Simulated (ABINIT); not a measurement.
Planning a run of ABINIT 10.8.3 on WS2 (Tungstenite). The input:

```
acell 3*1.0 Angstrom
rprim 
  3.153199999992 0.000000000002 0.000000000000
  -1.576599999998 2.730751303206 0.000000000000
  0.000000000000 0.000000000000 12.323000000000
ntypat 2
znucl 74 16
natom 6
typat 1 1 2 2 2 2
xred 
  0.333333333333 0.666666666667 0.250000000000
  0.666666666667 0.333333333333 0.750000000000
  0.333333333333 0.666666666667 0.622500000000
  0.666666666667 0.333333333333 0.122500000000
  0.333333333333 0.666666666667 0.877500000000
  0.666666666667 0.333333333333 0.377500000000
pp_dirpath "pseudos"
pseudos "W.upf, S.upf"
ecut 31
ngkpt 6 6 2
nshiftk 1
shiftk 0 0 0
kptopt 1
chksymbreak 0
nband 33
occopt 1
tolvrs 1e-10
nstep 60
prtwf 0
indata_prefix "in"
outdata_prefix "out"
tmpdata_prefix "tmp"
```

```sh
OMP_NUM_THREADS=1 mpirun -n 4 abinit run.abi > log
```

Question: Estimate wall time and host memory on 4 MPI ranks of Arm Neoverse V1, shared host.

It took 47 s; on shared hardware allow 23 s to 94 s. Peak host memory was 0.37 GiB.

[Paths, hosts, dates, memory and timing lines, banners, echoed tables and standing remarks are left out of the program output.]

[Logs are printed without paths, hosts, clocks, repeated set-up lines and the standing remarks that a program may print on its own settings, such as how far it seeks lower states.]

[Runs of the session that timed out or met a known fault of the program may be left out.]

[Hosts, paths, dates, database ids (printed as entryN), source tags and the programs' standing remarks are cut or masked in the printed files.]

[G0W0 gaps are taken among the corrected bands and points alone; a level outside them can change the order at an edge.]

[Where Ansatz stands beside ABINIT at settings called matched, ABINIT's density can come from a denser mesh and the files from another edition; pairs whose starting gaps differed by over 0.03 eV were left out, so agreement reads better than it is.]
